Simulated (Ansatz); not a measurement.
**Bands, cutoff and cost in G0W0 for BaNaCeNbO6 (F-43m)**

Aim: see how the G0W0 gap of BaNaCeNbO6 (F-43m) on PBE moves with empty bands and screening cutoff, and what each rung costs.

Calculated with Ansatz 0.2.0; G0W0 on PBE, plane waves, PAW; PAW set soft_1.

This is a report of a sequence of runs, with most program output left out.

In doubt: one-shot GW on d or f shells is unsure (steps 2, 3, 4, 5, 6, 7), so the values of those runs are not to be relied on.

## Step 1: Starting point

Symmetry: F-43m, No. 216, cubic system. The conventional cell has a = 8.525 Å, b = 8.525 Å, c = 8.525 Å, α = 90.00°, β = 90.00°, γ = 90.00°. Na has 12 O at 3.02 Å nearest. Ba has 12 O at 3.02 Å nearest. Ce has 6 O at 2.24 Å nearest. Nearest to Nb lie 6 O at 2.02 Å. O has 1 Nb at 2.02 Å and 1 Ce at 2.24 Å and 2 Na at 3.02 Å and 2 Ba at 3.02 Å nearest. Farther neighbours and most contacts between anions are not listed.

The cell and positions are those that the Materials Project relaxed with its own functionals (PBE, PBE+U or r2SCAN), kept fixed. Spin-orbit coupling is left out unless a step names it.

## Step 2: 139 empty bands, screening to 54 eV

Now the one-shot GW correction: screening in the RPA, then the self-energy of the levels asked for. This step takes PAW set soft_1 files.

input.yaml

```yaml
crystal:
  lattice:
    - [0.0, 4.26253043, 4.26253043]
    - [4.26253043, 0.0, 4.26253043]
    - [4.26253043, 4.26253043, 0.0]
  atoms:
    - { symbol: Na, position: [0.25, 0.25, 0.25] }
    - { symbol: Ba, position: [0.75, 0.75, 0.75] }
    - { symbol: Ce, position: [0.0, 0.0, 0.0] }
    - { symbol: Nb, position: [0.5, 0.5, 0.5] }
    - { symbol: O, position: [0.73710248, 0.26289752, 0.26289752] }
    - { symbol: O, position: [0.26289752, 0.73710248, 0.73710248] }
    - { symbol: O, position: [0.73710248, 0.73710248, 0.26289752] }
    - { symbol: O, position: [0.26289752, 0.26289752, 0.73710248] }
    - { symbol: O, position: [0.26289752, 0.73710248, 0.26289752] }
    - { symbol: O, position: [0.73710248, 0.26289752, 0.73710248] }
kpoints:
  mp_grid: { grid: [4, 4, 4] }
hamiltonian:
  xc: pbe
  pseudopotentials: { kind: paw, azcp: { folder: soft_1 } }
scf:
  occupations: { method: fixed }
gw:
  n_empty_bands: 139
  ecut_chi: 54
  qp_bands: [v3, c3]
  qp_kpoints: band_edges
  screening: { model: contour_deformation }
```

Command:

```sh
$ ansatz run input.yaml --threads 2 --pin off --max-ram 92160MiB --backend cuda --events-out ev --progress --plain --runs-dir out --devices 1 --max-vram 13GiB
```

Wall time 16 s (1 × NVIDIA H100 80GB HBM3 (shared by 6 runs) with 2 threads of AMD EPYC 7R13 (Zen 3), shared host); peak memory 1.2 GiB; 18 s of CPU time.

Numbers from this step:

| Quantity | Value |
| --- | --- |
| bands summed | 179 |
| RPA ε∞ on this mesh (eigenvalues) | 5.461, 5.461, 5.461 |
| plane waves in the screening matrix | 137 |
| q-points in the mesh | 64 |
| G0W0 gap on the mesh | 4.649 eV |
| k of the valence top | 0, 0, 0 |
| k of the conduction bottom | 0, 0, 0 |
| starting gap on the mesh | 2.024 eV |
| Z at the valence top | 0.7101 |
| Z at the conduction bottom | 0.5813 |
| least direct G0W0 gap on the computed points | 4.649 eV |

The gap on the mesh goes from 2.02 eV to 4.65 eV, a correction of +2.63 eV. The program marks an edge row as in doubt. Between the two edge states, bare exchange in place of the xc potential would open the gap by 19.82 eV, and correlation takes back 17.20 eV.

## Step 3: 394 empty bands, screening to 108 eV

Bands and screening cutoff are moved together, since each hides the error of the other.

input.yaml: that of step 2 with these lines changed.

```diff
@@ -24,4 +24,4 @@
 gw:
-  n_empty_bands: 139
-  ecut_chi: 54
+  n_empty_bands: 394
+  ecut_chi: 108
   qp_bands: [v3, c3]
```

Wall time 28 s (1 × NVIDIA H100 80GB HBM3 (shared by 6 runs) with 2 threads); peak memory 1.6 GiB; 33 s of CPU time.

Numbers from this step:

```yaml
bands_summed: 434
rpa_eps_infinity_on_this_mesh_eigenvalues: 5.428, 5.428, 5.428
plane_waves_in_the_screening_matrix: 411
q_points_in_the_mesh: 64
g0w0_gap_on_the_mesh: 4.237 eV
k_of_the_valence_top: 0, 0, 0
k_of_the_conduction_bottom: 0, 0, 0
starting_gap_on_the_mesh: 2.024 eV
z_at_the_valence_top: 0.7019
z_at_the_conduction_bottom: 0.5661
least_direct_g0w0_gap_on_the_computed_points: 4.237 eV
```

Against the run with 4×4×4 mesh, 139 empty bands, screening to 54 eV, PAW set soft_1 files, the gap moves by −0.41 eV.

## Step 4: 849 empty bands, screening to 180 eV

input.yaml: that of step 3 with these lines changed.

```diff
@@ -24,4 +24,4 @@
 gw:
-  n_empty_bands: 394
-  ecut_chi: 108
+  n_empty_bands: 849
+  ecut_chi: 180.0
   qp_bands: [v3, c3]
```

Elapsed: 51 s, on 1 × NVIDIA H100 80GB HBM3 (shared by 6 runs) with 2 threads; peak memory 2.6 GiB; 77 s of CPU time.

Numbers from this step:

| Property | Result |
| --- | --- |
| bands summed | 889 |
| RPA ε∞ on this mesh (eigenvalues) | 5.410, 5.410, 5.410 |
| plane waves in the screening matrix | 869 |
| G0W0 gap on the mesh | 4.320 eV |
| k of the valence top | 0, 0, 0 |
| k of the conduction bottom | 0, 0, 0 |
| starting gap on the mesh | 2.024 eV |
| least direct G0W0 gap on the computed points | 4.320 eV |

Against the run with 4×4×4 mesh, 394 empty bands, screening to 108 eV, PAW set soft_1 files, the gap moves by +0.08 eV.

## Step 5: Changing the k mesh: 2×2×2 mesh, 394 empty bands, screening to 108 eV, PAW set soft_1 files

A second mesh at equal bands and cutoff isolates the sampling error. Bands and cutoff differ from the step before, so it is read against an earlier run that matches them.

input.yaml: that of step 4 with these lines changed.

```diff
@@ -17,3 +17,3 @@
 kpoints:
-  mp_grid: { grid: [4, 4, 4] }
+  mp_grid: { grid: [2, 2, 2] }
 hamiltonian:
@@ -24,4 +24,4 @@
 gw:
-  n_empty_bands: 849
-  ecut_chi: 180.0
+  n_empty_bands: 394
+  ecut_chi: 108
   qp_bands: [v3, c3]
```

The job ended after 13 s (1 × NVIDIA H100 80GB HBM3 (shared by 6 runs) with 2 threads; peak memory 1.3 GiB; 8.3 s of CPU time).

This step gave:

```yaml
bands_summed: 434
rpa_eps_infinity_on_this_mesh_eigenvalues: 5.651, 5.651, 5.651
plane_waves_in_the_screening_matrix: 411
g0w0_gap_on_the_mesh: 4.280 eV
k_of_the_valence_top: 0, 0, 0
k_of_the_conduction_bottom: 0, 0, 0
starting_gap_on_the_mesh: 2.057 eV
least_direct_g0w0_gap_on_the_computed_points: 4.280 eV
```

Against the run with 4×4×4 mesh, 394 empty bands, screening to 108 eV, PAW set soft_1 files, the gap moves by +0.04 eV, while the start moved by +0.03 eV.

## Step 6: Changing the frequency model: 4×4×4 mesh, 849 empty bands, screening to 180 eV, plasmon pole, PAW set soft_1 files

A plasmon pole stands in for the full frequency dependence of the screening; this run shows what that costs in accuracy. Bands and cutoff differ from the step before, so it is read against an earlier run that matches them.

input.yaml: that of step 5 with these lines changed.

```diff
@@ -17,3 +17,3 @@
 kpoints:
-  mp_grid: { grid: [2, 2, 2] }
+  mp_grid: { grid: [4, 4, 4] }
 hamiltonian:
@@ -24,6 +24,6 @@
 gw:
-  n_empty_bands: 394
-  ecut_chi: 108
+  n_empty_bands: 849
+  ecut_chi: 180.0
   qp_bands: [v3, c3]
   qp_kpoints: band_edges
-  screening: { model: contour_deformation }
+  screening: { model: godby_needs }
```

The job ended after 2 min (1 × NVIDIA H100 80GB HBM3 (shared by 6 runs) with 2 threads; peak memory 5.9 GiB; 3.3 min of CPU time).

This step gave:

| Property | Result |
| --- | --- |
| bands summed | 889 |
| plasmon-pole fit frequency | 26.69 eV |
| RPA ε∞ on this mesh (eigenvalues) | 5.410, 5.410, 5.410 |
| plane waves in the screening matrix | 869 |
| G0W0 gap on the mesh | 4.879 eV |
| k of the valence top | 0, 0, 0 |
| k of the conduction bottom | 0, 0, -0.5 |
| starting gap on the mesh | 2.024 eV |
| least direct G0W0 gap on the computed points | 4.902 eV |

Against the run with 4×4×4 mesh, 849 empty bands, screening to 180 eV, PAW set soft_1 files, the gap moves by +0.56 eV.

## Step 7: Changing the files and raising the bands: 4×4×4 mesh, 1258 empty bands, screening to 234 eV, hard PAW files

Other atomic data (hard PAW) test the pseudisation: the cutoff goes from 420 to 930 eV, with the same valence electrons. Bands and screening cutoff change too, so the step is no clean test of the files.

This step: G0W0 on PBE, plane waves, PAW.

input.yaml: that of step 6 with these lines changed.

```diff
@@ -20,3 +20,3 @@
   xc: pbe
-  pseudopotentials: { kind: paw, azcp: { folder: soft_1 } }
+  pseudopotentials: { kind: paw, source: ansatz }
 scf:
@@ -24,6 +24,6 @@
 gw:
-  n_empty_bands: 849
-  ecut_chi: 180.0
+  n_empty_bands: 1258
+  ecut_chi: 234.0
   qp_bands: [v3, c3]
   qp_kpoints: band_edges
-  screening: { model: godby_needs }
+  screening: { model: contour_deformation }
```

The job ended after 2 min (1 × NVIDIA H100 80GB HBM3 (shared by 6 runs) with 2 threads; peak memory 5.6 GiB; 2.7 min of CPU time).

Numbers from this step:

| Property | Result |
| --- | --- |
| bands summed | 1298 |
| RPA ε∞ on this mesh (eigenvalues) | 5.403, 5.403, 5.403 |
| plane waves in the screening matrix | 1243 |
| G0W0 gap on the mesh | 4.463 eV |
| k of the valence top | 0, 0, 0 |
| k of the conduction bottom | 0, 0, 0 |
| starting gap on the mesh | 2.031 eV |
| least direct G0W0 gap on the computed points | 4.463 eV |

Against the run with 4×4×4 mesh, 849 empty bands, screening to 180 eV, PAW set soft_1 files, the gap moves by +0.14 eV.

## Step 8: Convergence and cost

Times are wall times on 1 × NVIDIA H100 80GB HBM3 (shared by 6 runs) with 2 threads of AMD EPYC 7R13 (Zen 3), shared host, good to a factor of about two.

```csv
mesh,files,frequency,bands summed,cutoff (eV),start (eV),G0W0 (eV),time,host memory (GiB)
4×4×4,PAW set soft_1,contour deformation,179,54,2.024,4.649,16 s,1.2
4×4×4,PAW set soft_1,contour deformation,434,108,2.024,4.237,28 s,1.6
4×4×4,PAW set soft_1,contour deformation,889,180,2.024,4.320,51 s,2.6
2×2×2,PAW set soft_1,contour deformation,434,108,2.057,4.280,13 s,1.3
4×4×4,PAW set soft_1,plasmon pole,889,180,2.024,4.879,2 min,5.9
4×4×4,hard PAW,contour deformation,1298,234,2.031,4.463,2 min,5.6
```

How the two edges are built up, in eV (the quasiparticle level is the starting level plus Σx plus Σc less Vxc):

```csv
run,edge,start,Σx,Σc,Vxc,Z,QP
179 bands,valence top,7.56,-25.44,4.93,-20.50,0.71,7.55
179 bands,conduction bottom,9.58,-22.48,-12.27,-37.36,0.58,12.20
434 bands,valence top,7.56,-25.44,4.69,-20.50,0.70,7.31
434 bands,conduction bottom,9.58,-22.48,-12.92,-37.36,0.57,11.55
889 bands,valence top,7.56,-25.44,4.48,-20.50,0.70,7.10
889 bands,conduction bottom,9.58,-22.48,-13.05,-37.36,0.56,11.42
```

## Step 9: Results

```yaml
179_bands_54_ev: 4.649 eV
434_bands_108_ev: 4.237 eV
889_bands_180_ev: 4.320 eV
mesh_and_start: 4×4×4, PBE
```

From 179 to 889 bands the gap moves by −0.33 eV while the time grows 3.1-fold. Σc changes by −0.45 eV at the valence top and −0.78 eV at the conduction bottom, so the levels themselves move more than the gap between them. The gap turns back along the series, so no limit is drawn from it. On the 2×2×2 mesh in place of 4×4×4 the gap differs by +0.04 eV, of which +0.03 eV is already in the start. The plasmon-pole model gives +0.56 eV against contour deformation, 24 % of the correction, and saved no time in this program. With hard PAW files and 1298 bands the gap is 4.46 eV. Empty 4f levels lie among the conduction bands. Their place in the start is unsure; it enters the screening, and the edge itself where they lie low. The runs have no spin polarisation. For a closed low-spin shell that is the natural state; where a d or f shell is open it is a constraint, and the gap is then not the crystal's own. The compound holds f electrons or empty f levels, where one-shot G0W0 is unsure. The many-body steps are scalar-relativistic: spin-orbit coupling is not in them. The program marks a band-edge row as in doubt, so the gap is less sure than its digits.

[Paths, hosts, dates, memory and timing lines, banners, echoed tables and standing remarks are left out of the program output.]

[Logs are printed without paths, hosts, clocks, repeated set-up lines and the standing remarks that a program may print on its own settings, such as how far it seeks lower states.]

[Runs of the session that timed out or met a known fault of the program may be left out.]

[Cells called generated may have been cut or substituted from an entry of the Crystallography Open Database or the Materials Project.]

[Hosts, paths, dates, database ids (printed as entryN), source tags and the programs' standing remarks are cut or masked in the printed files.]
